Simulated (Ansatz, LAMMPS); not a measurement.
**Electronic structure of aqueous Rb+ and HSO4-, 2.0 mol of salt per kg of water at 360 K (182 atoms)**

What does DFT give for aqueous Rb+ and HSO4-, 2.0 mol of salt per kg of water at 360 K (182 atoms) as built?

Program: Ansatz 0.2.0. Level of theory: Kohn-Sham DFT, PBEsol, PAW (set soft_2), plane waves. Results are calculated unless marked as measured.

## 1. Set-up

The cell holds 182 atoms: 64 O, 2 S, 114 H and 2 Rb. Its edges and angles: a = 12.267 Å, b = 12.267 Å, c = 12.267 Å, α = 90.0°, β = 90.0°, γ = 90.0°. 56 H2O, 2 Rb+, 2 HSO4- placed at random, at 1.24 g/cm³; overlaps pushed apart, then 10 ps at 420 K with Joung-Cheatham ions (J. Phys. Chem. B 112, 9020 (2008)); MMFF94 bonds, angles, torsions, charges and radii (Halgren, J. Comput. Chem. 17, 490 (1996)) in harmonic and 12-6 forms; SPC/E water (Berendsen, Grigera and Straatsma, J. Phys. Chem. 91, 6269 (1987)). Snapshot after 20 ps at 360 K and fixed volume.

What the set-up can't give: The network of contacts between molecules at the start is that of the classical potential that made the cell, and needn't be the one that DFT or experiment would give. The concentration wasn't checked against solubility and may exceed it. The functional has no dispersion term, which matters for the binding between molecules or layers. The density was typed from a rule of thumb and may lie off the real one at this temperature. The Brillouin zone is sampled at Γ only, in a cell whose shortest periodic width is 12 Å.

## 2. How the cell was made

A classical potential supplies the starting structure, since it reaches far longer times than DFT.

This step: classical MD, Joung-Cheatham ions (J. Phys. Chem. B 112, 9020 (2008)); MMFF94 bonds, angles, torsions, charges and radii (Halgren, J. Comput. Chem. 17, 490 (1996)) in harmonic and 12-6 forms; SPC/E water (Berendsen, Grigera and Straatsma, J. Phys. Chem. 91, 6269 (1987)) (LAMMPS 22 Jul 2025 - Update 4).

File in.lmp:

```
# aqueous Rb+ and HSO4-, 2.0 mol of salt per kg of water
units real
atom_style full
boundary p p p
bond_style harmonic
angle_style harmonic
dihedral_style opls
improper_style harmonic
special_bonds lj 0 0 0.5 coul 0 0 0.75
read_data data.lmp
neigh_modify delay 0 every 1 check yes one 4000
comm_modify cutoff 12.0
timestep 0.5
thermo_style custom step time temp pe press density
thermo_modify norm yes
# push overlapping molecules apart
pair_style soft 2.6
pair_coeff * * 0.0
variable a equal ramp(1,60)
fix ad all adapt 1 pair soft a * * v_a
velocity all create 420 614441 mom yes dist gaussian
fix lim all nve/limit 0.03
fix lan all langevin 420 420 50 614442 zero yes
thermo 1000
run 3000 post no
unfix ad
pair_style lj/cut/coul/long 9.0
pair_modify mix arithmetic tail yes
pair_coeff 1 1 0.0763 3.0430   # O
pair_coeff 2 2 0.2681 3.4180   # S
pair_coeff 3 3 0.0763 3.0960   # O
pair_coeff 4 4 0.0100 1.2000   # H
pair_coeff 5 5 0.1553 3.1660   # O
pair_coeff 6 6 0.0000 1.0000   # H
# [... 20 lines left out ...]
compute msd all msd com yes
thermo 5000
fix md all nvt temp 360 360 100
run 20000 post no
print "== T360: mean square displacement over the hold $(c_msd[4]:%.2f) A^2"
unfix md
uncompute msd
write_dump all custom T360.dump id type xs ys zs modify sort id
```

Launch:

```console
$ lmp -in in.lmp -log none -nocite
```

Numbers of over 12 decimals in the logs are rounded to 6 here.

Output:

```text
LAMMPS (22 Jul 2025 - Update 4)
Reading data file ...
  orthogonal box = (0 0 0) to (12.26673 12.26673 12.26673)
  182 atoms
  orthogonal box = (0 0 0) to (12.26673 12.26673 12.26673)
  122 bonds
  70 angles
  6 dihedrals
   Step          Time           Temp          PotEng         Press         Density
         0   0              420            0.38629906     9834.2719      1.2360012
      1000   500            375.64698      1.078844       32268.33       1.2360012
      2000   1000           396.38243      0.96979967     42651.248      1.2360012
      3000   1500           395.33071      0.92510397     46701.614      1.2360012
[... 30 lines left out ...]
Loop time of 7.79992 s on 1 MPI rank(s) for 10000 steps with 182 atoms
   Step          Time           Temp          PotEng         Press         Density
[... 4 lines left out ...]
Loop time of 3.83436 s on 1 MPI rank(s) for 5000 steps with 182 atoms
   Step          Time           Temp          PotEng         Press         Density
[... 2 lines left out ...]
     25000   24000          358.63095     -6.3792045     -2828.9025      1.2360012
     30000   29000          361.18407     -6.1881301      3400.4392      1.2360012
     35000   34000          328.75286     -6.2580677     -2211.6827      1.2360012
     37000   36000          375.00366     -6.3396023      1769.2442      1.2360012
Loop time of 15.2127 s on 1 MPI rank(s) for 20000 steps with 182 atoms
== T360: mean square displacement over the hold 48.71 A^2
```

Elapsed: 29 s, on 1 thread of Arm Neoverse V1, shared host; peak memory 0.13 GiB.

The input also reads data.lmp (atoms, bonds and types; not printed here).

## 3. Plane-wave single point

The electrons are solved once, with the atoms held.

File input.yaml:

```yaml
crystal:
  lattice:
    - [12.26673, 0.0, 0.0]
    - [0.0, 12.26673, 0.0]
    - [0.0, 0.0, 12.26673]
  atoms:
    - { symbol: O, position: [0.80552, 0.17125, 0.43188] }
    - { symbol: S, position: [0.72784, 0.26598, 0.47818] }
    - { symbol: O, position: [0.73046, 0.35132, 0.39549] }
    - { symbol: O, position: [0.78603, 0.2978, 0.57599] }
    - { symbol: O, position: [0.62891, 0.20667, 0.50523] }
    - { symbol: H, position: [0.83396, 0.19284, 0.36377] }
    - { symbol: O, position: [0.81477, 0.68954, 0.79492] }
    - { symbol: S, position: [0.86989, 0.71896, 0.67809] }
    - { symbol: O, position: [0.97745, 0.67375, 0.69211] }
    - { symbol: O, position: [0.86611, 0.83667, 0.67632] }
    - { symbol: O, position: [0.79716, 0.66811, 0.5978] }
    - { symbol: H, position: [0.87137, 0.64668, 0.82831] }
    - { symbol: O, position: [0.7425, 0.80249, 0.33246] }
    - { symbol: H, position: [0.70347, 0.83456, 0.26847] }
    - { symbol: H, position: [0.7639, 0.86204, 0.38386] }
    - { symbol: O, position: [0.01893, 0.43157, 0.3401] }
    - { symbol: H, position: [0.01186, 0.35112, 0.3512] }
    - { symbol: H, position: [0.96088, 0.47005, 0.38246] }
    - { symbol: O, position: [0.61456, 0.0153, 0.59061] }
    - { symbol: H, position: [0.6496, 0.97187, 0.53118] }
    - { symbol: H, position: [0.59585, 0.08954, 0.5626] }
    - { symbol: O, position: [0.87651, 0.52318, 0.47278] }
    - { symbol: H, position: [0.82509, 0.47917, 0.42734] }
    - { symbol: H, position: [0.83548, 0.58293, 0.51008] }
    - { symbol: O, position: [0.02208, 0.69455, 0.43303] }
    - { symbol: H, position: [0.98402, 0.68302, 0.36186] }
    - { symbol: H, position: [0.00784, 0.77032, 0.4595] }
    - { symbol: O, position: [0.46356, 0.9185, 0.74476] }
    - { symbol: H, position: [0.51184, 0.94231, 0.68355] }
    - { symbol: H, position: [0.41543, 0.9804, 0.76707] }
    - { symbol: O, position: [0.44114, 0.82262, 0.14856] }
    - { symbol: H, position: [0.42123, 0.83198, 0.07006] }
    [... 144 atom lines left out ...]
    - { symbol: H, position: [0.93192, 0.21777, 0.18672] }
    - { symbol: O, position: [0.76761, 0.88804, 0.94996] }
    - { symbol: H, position: [0.77557, 0.81708, 0.91061] }
    - { symbol: H, position: [0.82547, 0.93968, 0.92485] }
    - { symbol: Rb, position: [0.18956, 0.6626, 0.94044] }
    - { symbol: Rb, position: [0.10914, 0.53246, 0.57899] }
kpoints:
  mp_grid: { grid: [1, 1, 1] }
hamiltonian:
  xc: pbesol
scf:
  occupations: { method: fixed }
output:
  forces: true
  stress: true
  populations: true
  dos:
    method: { smearing: { sigma: 0.08 } }
    de: 0.1
    projected: { site_lists: { H: [H], O: [O], Rb: [Rb], S: [S] } }
  eigenvalues: true
  write_density: true
  write_potential: true
  volumetric_format: npy
```

Launch:

```console
$ ansatz run input.yaml --threads 8 --pin off --max-ram 15872MiB --backend cpu --events-out ev --progress --plain --runs-dir out
```

Output:

```text
Engine: ansatz 0.2.0, aarch64-unknown-linux-gnu
Pseudopotentials: kind: paw
Pseudopotential: O, paw, valence charge 6, recommended cutoff 420 eV (normal), O.paw.azcp
Pseudopotential: S, paw, valence charge 6, recommended cutoff 420 eV (normal), S.paw.azcp
Pseudopotential: H, paw, valence charge 1, recommended cutoff 420 eV (normal), H.paw.azcp
Pseudopotential: Rb, paw, valence charge 9, recommended cutoff 420 eV (normal), Rb.paw.azcp
Functional definition: PBEsol
  exchange = pbesol_x
  correlation = pbesol_c
Crystal: 182 atoms, lattice volume = 1845.808 Å³
Basis set: ecut = 420 eV, 36137 PW (Γ), exchange–correlation on 180×180×180 points (8 copies of the dense FFT grid, shifted against one another)
Bands: 446, of which v1, the nominal top of the filled ones, is band 264 counted from 1 (263 counted from 0)
Symmetry: 1 space group operations
Space group: P1 (ITA 1), of the structure as read, at distance tolerance 1.2e-4 Å
k-points: 1
Non-local potential: O, projectors of the file, l = 0: 2, l = 1: 2, l = 2: 1
Non-local potential: S, projectors of the file, l = 0: 2, l = 1: 2, l = 2: 2
Non-local potential: H, projectors of the file, l = 0: 2, l = 1: 1
Non-local potential: Rb, projectors of the file, l = 0: 3, l = 1: 2, l = 2: 2
PAW form: soft (Blöchl's): semilocal exchange-correlation on the pseudo side does not see the compensation charge
PAW frozen core: O, regenerated for the run's functional, and the local potential with it (the file was generated under x = pbe(κ = 0.804, μ = 0.219515), c = pbe(β = 0.066725))
PAW frozen core: S, regenerated for the run's functional, and the local potential with it (the file was generated under x = pbe(κ = 0.804, μ = 0.219515), c = pbe(β = 0.066725))
PAW frozen core: Rb, regenerated for the run's functional, and the local potential with it (the file was generated under x = pbe(κ = 0.804, μ = 0.219515), c = pbe(β = 0.066725))
PAW one-centre angular grid: O, 110 points (default); XC on 64 Gauss nodes
PAW one-centre angular grid: S, 110 points (default); XC on 64 Gauss nodes
PAW one-centre angular grid: H, 110 points (default); XC on 64 Gauss nodes
PAW one-centre angular grid: Rb, 110 points (default); XC on 64 Gauss nodes
Initial density: superposition of atomic densities (neutral atoms: chi_scale 0, normalization atom), corrected by the library's trained network
Initial wavefunctions: pseudopotential atomic-orbital guess
Functional: x = pbesol(κ = 0.804, μ = 0.123457), c = pbesol(β = 0.046)
SCF iter   1: F=—  HF=-45905.893284 eV  |F-HF|=—  |Δ(HF+E_count)|=         —  Δρ=6.47e-3  dr2=5.92e-1  ethr=1.77e-3  ⟨swp⟩=5.0  Hψ=1747  notcnv=0  defer=178
preconditioner: auto → Resta (q_TF=auto, 2.215 Å⁻¹)  ε∞=2.3  [insulator: Δε(μ)=3.929 eV  Ē_g=17.438 eV  n_scr=340 (ndim 8)  ℏωp=19.7 eV  f_vac=0.257  ε∞_Penn≈2.3]
SCF iter   2: F=—  HF=-45905.695880 eV  |F-HF|=—  |Δ(HF+E_count)|=   1.97e-1  Δρ=2.27e-3  dr2=7.87e-2  ethr=1.12e-4  ⟨swp⟩=2.0  Hψ=771  notcnv=0  defer=180
SCF iter   3: F=—  HF=-45905.680340 eV  |F-HF|=—  |Δ(HF+E_count)|=   1.55e-2  Δρ=1.02e-3  dr2=2.20e-2  ethr=1.49e-5  ⟨swp⟩=3.0  Hψ=475  notcnv=0  defer=180
SCF iter   4: F=—  HF=-45905.679422 eV  |F-HF|=—  |Δ(HF+E_count)|=   9.18e-4  Δρ=3.29e-4  dr2=1.95e-3  ethr=4.16e-6  ⟨swp⟩=3.0  Hψ=472  notcnv=0  defer=180
SCF iter   5: F=—  HF=-45905.679558 eV  |F-HF|=—  |Δ(HF+E_count)|=   1.37e-4  Δρ=1.86e-4  dr2=5.42e-4  ethr=3.69e-7  ⟨swp⟩=3.0  Hψ=585  notcnv=0  defer=180
SCF iter   6: F=—  HF=-45905.679603 eV  |F-HF|=—  |Δ(HF+E_count)|=   4.44e-5  Δρ=4.75e-5  dr2=4.61e-5  ethr=1.03e-7  ⟨swp⟩=2.0  Hψ=535  notcnv=0  defer=179
SCF iter   7: F=—  HF=-45905.683150 eV  |F-HF|=—  |Δ(HF+E_count)|=   3.55e-3  Δρ=2.32e-5  dr2=9.35e-6  ethr=8.74e-9  ⟨swp⟩=2.0  Hψ=710  notcnv=0  defer=177
SCF iter   8: F=—  HF=-45905.683153 eV  |F-HF|=—  |Δ(HF+E_count)|=   3.10e-6  Δρ=7.14e-6  dr2=8.31e-7  ethr=1.77e-9  ⟨swp⟩=3.0  Hψ=578  notcnv=0  defer=177
SCF iter   9: F=—  HF=-45905.683155 eV  |F-HF|=—  |Δ(HF+E_count)|=   1.47e-6  Δρ=3.04e-6  dr2=1.57e-7  ethr=1.57e-10  ⟨swp⟩=2.0  Hψ=535  notcnv=0  defer=177
SCF iter  10: F=-45905.683155 eV  HF=-45905.683155 eV  |F-HF|=2.04e-10  |Δ(HF+E_count)|=   1.06e-7  Δρ=1.50e-6  dr2=3.76e-8  ethr=1.89e-11  ⟨swp⟩=23.0  Hψ=4620  notcnv=0
SCF 1 converged in 10 iterations: F = -45905.683155 eV  dr2 = 3.76e-8
  greatest PAW one-centre occupation: 0.973 electrons in one spin orbital (limit 2), on the Rb atom at site 181 (counted from 0), in its partial waves of l = 0
WARN: The input density's exchange-correlation potential varies sharply where the density is thin. Do not read a vacuum level from v_tot or v_xc, or from such a field of the output density. On a cell that repeats whose density bears no net charge and no dipole along the vacuum's axis use v_es (v_loc + v_h of the components); [...]
SCF converged after 10 iterations
Free energy (F): -45905.683155 eV
Harris-Foulkes:  -45905.683155 eV  (|F-HF|=2.04e-10)
Internal energy: -45905.683155 eV  (E = F + TS)
E sigma→0 (E₀):  -45905.683155 eV
Fermi energy:    -1.413332 eV
--- Per-component energies (eV) ---
  E_band       = -4892.826639
  E_kinetic    = 13334.957069
  E_local      = -42578.832757  (includes V_loc(G=0)·N_el)
  E_nonlocal   = 3692.488389
  E_hartree    = 15398.458331
  E_xc         = -6055.827534
  E_vxc        = -7651.601076  (∫ρ·V_xc dr)
  E_paw        = -16151.301345  (= ΣΔE_a)
  E_vpaw       = -2486.778518  (= ΣTr[D̂ρ^β])
  E_aug_tail   = 0.029445  (compensation charges beyond the density's cutoff)
  E_ewald      = -13548.284418
  E_core_change = 2.629666  (= ΣΔE_core)
  E_smearing   = -0.000000  (= −TS)
  E_closure    = 0.000000  (closes the sum)
  Σ components = -45905.683155   (vs F -45905.683155, Δ=0.00e0)
--- Forces (eV/Å), atoms counted from 1 ---
  atom   1  O     -1.76561738    -0.33275571     1.99332938
  atom   2  S      2.78241650    -1.92886362     0.24147263
  atom   3  O     -0.38033111    -0.00862702    -0.28069242
  atom   4  O     -0.13602624     1.08588356     0.78371213
  atom   5  O     -1.00554619     0.95850397    -0.86988558
  atom   6  H      1.70957886     0.48605266    -2.63377159
  atom   7  O     -0.75413905     0.96442346    -0.72182233
  atom   8  S     -1.64492030    -1.21590356     1.29458854
  atom   9  O     -0.68869018    -0.75142235    -0.72670919
  atom  10  O      0.16823806     1.32435410    -0.43719613
  atom  11  O      0.61575534     0.58723632     0.52366179
  atom  12  H      1.02785921    -1.17094518     1.10941212
  atom  13  O     -0.05761417     0.26136863     0.60358319
  atom  14  H      0.26703436     0.15448431    -0.52367451
[...]
atom 181  Rb     0.20508099     0.09602635    -0.19100478
  atom 182  Rb     0.34914676    -0.45541136    -0.24653335
  max |Σ_I F_I| component: 7.27e-5 eV/Å
--- Stress (GPa, compression-positive) ---
       -1.468644      -0.352694       0.465406
       -0.352694      -1.335269      -0.823452
        0.465406      -0.823452      -1.092206
  P = ⅓ Tr σ = -1.2987 GPa (-12.987 kbar)
--- Band table (eV) ---
  k-point 0: bands = ["-26.2672", "-25.9788", "-25.0919", "-25.0683", [... 430 levels ...], "11.3491", "11.3730", "11.4245", "11.4526", "11.5008", "11.5540", "11.5873", "11.6118", "11.6328", "11.6503", "11.6581", "11.6918"]
--- Löwdin populations: 182 sites ---
  site symbol       q [e]
     0      O      6.6676
     1      S      3.5239
     2      O      6.6791
[...]
181     Rb      8.1481
  spilling = 0.011648 (of n_electrons = 528.000000)
```

The job ended after 24 s (8 threads of Arm Neoverse V1, shared host; peak memory 2.6 GiB; 3 min of CPU time).

Reading the cycles: dr2 is the Hartree energy of the density residual (eV), the measure of convergence; HF is the Harris–Foulkes estimate of the energy, which meets the free energy F at convergence.

The program notes that the exchange-correlation potential is rough where the density is thin.

The run gave:

| Property | Result |
| --- | --- |
| free energy | -45905.6832 eV |
| free energy per atom | -252.2290 eV/atom |
| SCF cycles | 10 |
| pressure | -1.299 GPa |
| r.m.s. force component | 0.5772 eV/Å |
| longest force | 3.394 eV/Å |
| Fermi energy | -1.413 eV |
| gap (highest filled to lowest empty level) | 3.816 eV |
| spilling of the projection | 0.01165 |

Neighbours are counted within 1.21 Å (H-O), 3.35 Å (O-Rb), 2.02 Å (O-S).

Length of the force by element and coordination:

```csv
element,coordination,atoms,mean length of the force (eV/Å),spread,least,most
H,all,114,0.903,0.407,0.147,3.18
O,all,64,0.775,0.465,0.176,2.68
O,1,5,1.17,0.405,0.473,1.64
O,2,48,0.745,0.482,0.176,2.68
O,3,10,0.714,0.312,0.273,1.53
O,4,1,0.880,0,0.880,0.880
Rb,all,2,0.460,0.164,0.296,0.625
Rb,6,1,0.296,0,0.296,0.296
Rb,7,1,0.625,0,0.625,0.625
S,all,2,2.91,0.487,2.42,3.39
```

Löwdin charges by element and coordination (they lack the spilled electrons, 0.034 e an atom on average):

```csv
element,coordination,atoms,mean charge (e),spread,least,most
H,all,114,0.387,0.0119,0.356,0.424
O,all,64,-0.697,0.0301,-0.798,-0.631
O,1,5,-0.709,0.0162,-0.724,-0.679
O,2,48,-0.690,0.0272,-0.749,-0.631
O,3,10,-0.716,0.021,-0.745,-0.682
O,4,1,-0.798,0,-0.798,-0.798
Rb,all,2,0.853,8.0e-4,0.852,0.854
Rb,6,1,0.854,0,0.854,0.854
Rb,7,1,0.852,0,0.852,0.852
S,all,2,2.48,1.0e-4,2.48,2.48
```

Density of states as counts of states in windows of 1 eV (from the Fermi level), total and the larger projections:

```csv
from (eV),to (eV),total,O p,H s,O s
-18,-17,18.4,0.5,4.1,13.6
-17,-12,0.0,0.0,0.0,0.0
-12,-11,2.4,1.1,0.3,0.7
-11,-10,1.6,0.7,0.2,0.4
-10,-9,4.4,2.7,0.7,0.3
-9,-8,10.4,6.1,2.0,0.5
-8,-7,60.6,34.6,13.9,0.7
-7,-6,53.8,37.4,14.1,1.0
-6,-5,13.2,9.6,2.6,0.6
-5,-4,28.4,23.3,2.2,2.2
-4,-3,50.0,41.8,3.2,4.1
-3,-2,53.3,47.5,1.8,3.1
-2,-1,69.0,66.8,0.5,0.7
-1,0,47.8,46.8,0.2,0.1
0,1,1.1,1.1,0.0,0.0
1,3,0.0,0.0,0.0,0.0
3,4,2.0,0.1,1.1,0.5
4,5,2.7,0.4,1.2,0.4
```

The curve was stored every 0.10 eV, coarse against its broadening of 0.08 eV, so these counts are rough.

With fixed occupations the program's Fermi level is the highest filled level; weight inside the gap is the broadening of levels at its edges.

Between -25 and -18 eV lie 114 more states.

The levels nearest the highest filled one (over half full), pooled over k-points and spins:

```csv
level less the highest filled one (eV),occupation
-0.321,2
-0.309,2
-0.234,2
-0.181,2
-0.109,2
0,2
3.82,0
4.91,0
5.03,0
5.06,0
5.32,0
5.35,0
```

Electrostatic potential energy in the bc plane at fractional x = 0.199, with atoms of H and O and Rb within 0.2 Å of it. With pseudopotentials it is smooth inside the atoms' cores, unlike the true potential.

Ten even steps from '0' (-38 eV) to '9' (6 eV), each cell a mean:
```
99987336999995003999730003799999999
99995001899996104999710002789999999
99998435999999889999852125899999999
99999999999999999999988788999999999
99999999999998889999999999999999999
99987689999999889999999998999999999
99998889999999989999999962379999999
99999999999999999999999962245899988
89999989999999999988999998854886644
89998537999999999877899999999820026
99998416999999999878899999999830058
99997326999999999988999999999987789
99998668999999999999999999999999999
99999989999999998789999999999999999
99999735899999983038999999999999999
99999635899999985358999999888999999
99999634899999999899999998636899999
89998866999999999999998898200699888
48999999999999999999862589423785233
68999999999999999983113699999996355
99999999999999999982017999999999999
99999999999999999998789999999999999
99999999999999999999999899999999999
99988899999998678999875457899999999
```
Columns run along b (12.3 Å; values clipped at the 3rd and 97th percentile), rows up along c (12.3 Å). Atoms in or near the plane, at fractional coordinates: H at (0.18, 0.37), O at (0.42, 0.95), O at (0.17, 0.93), H at (0.92, 0.20), H at (0.64, 0.21), H at (0.17, 0.57), O at (0.90, 0.58), Rb at (0.66, 0.94).

(Part 1 of 2 ends here.)

[Logs are printed without paths, hosts, clocks, repeated set-up lines and the standing remarks that a program may print on its own settings, such as how far it seeks lower states.]

[Hosts, paths, dates, database ids (printed as entryN), source tags and the programs' standing remarks are cut or masked in the printed files.]

[The MMFF94 radii named for the starting cell were scaled by 0.96; in molecules described by MMFF94, hydrogen bound to N, O or S took a small fixed 12-6 site in their place.]
